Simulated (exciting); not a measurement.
Consider KCdCO3F, space group P-6m2.

```
Cd K F O C
1.0
     5.13240    0.00000    0.00000
    -2.56620    4.44479    0.00000
     0.00000    0.00000    4.43240
Cd K F O C
1 1 1 3 1
Cartesian
  2.5662 1.4816 2.2162
  0.0000 0.0000 0.0000
  2.5662 1.4816 0.0000
  1.0842 3.5892 2.2162
  -1.0842 3.5892 2.2162
  0.0000 1.7112 2.2162
  0.0000 2.9632 2.2162
```

Absorber: atom 7, with 3 O at 1.25 Å (trigonal planar, site symmetry -6m2). Method: exciting, all-electron LAPW+lo, PBEsol, exchange and screened direct term (singlet BSE), 3×3×3 shifted k points, 40 conduction bands, |G+q| up to 3 bohr⁻¹, full RPA screening with nempty = 70, Lorentzian half width 0.45 eV.

**Question.** Predict the C K near-edge structure at this level.

Bound core exciton? Yes on this mesh: the first bright state (over 5 % of the brightest) lies at -1.87 eV from the Kohn–Sham onset and at -2.47 eV from the lowest bare transition of its own mesh; weaker or dark states reach down to -2.21 eV. Maxima (height): -1.9 eV (1.00), 5.1 eV (0.28), 6.8 eV (0.28), 9.1 eV (0.91) and 13.9 eV (0.17).

Energy from the Kohn–Sham onset, core level to the lowest empty state found on the meshes used; Im ε in relative units:

```
E (eV)  Im ε
  -5.0  0.02
  -4.5  0.03
  -4.0  0.05
  -3.5  0.07
  -3.0  0.14
  -2.5  0.34
  -2.0  0.92
  -1.5  0.60
  -1.0  0.22
  -0.5  0.11
   0.0  0.07
   0.5  0.05
   1.0  0.04
   1.5  0.03
   2.0  0.03
   2.5  0.04
   3.0  0.04
   3.5  0.07
   4.0  0.09
   4.5  0.14
   5.0  0.27
   5.5  0.25
   6.0  0.20
   6.5  0.26
   7.0  0.26
   7.5  0.25
   8.0  0.35
   8.5  0.63
   9.0  0.91
   9.5  0.64
  10.0  0.41
  10.5  0.31
  11.0  0.26
  11.5  0.16
  12.0  0.11
  12.5  0.11
  13.0  0.13
  13.5  0.16
  14.0  0.16
  14.5  0.12
  15.0  0.09
  15.5  0.07
  16.0  0.06
  16.5  0.05
  17.0  0.04
  17.5  0.04
  18.0  0.05
  18.5  0.06
  19.0  0.06
  19.5  0.05
  20.0  0.05
  20.5  0.05
  21.0  0.04
  21.5  0.04
  22.0  0.04
```

Binding energies aren't converged on 27 k points, and fine structure above the first lines is partly noise of the mesh. Exchange and the short-range direct term aren't converged in the kernel cutoff. The zero comes from the unshifted 3×3×3 ground-state mesh; it is exact only where the band minimum lies on that mesh. The structure is a published determination, not relaxed.

[Banner, clock and machine lines of the logs are left out without a mark of their own.]

[Logs are printed without paths, hosts, clocks, repeated set-up lines and the standing remarks that a program may print on its own settings, such as how far it seeks lower states.]

[Hosts, paths, dates, database ids (printed as entryN), source tags and the programs' standing remarks are cut or masked in the printed files.]
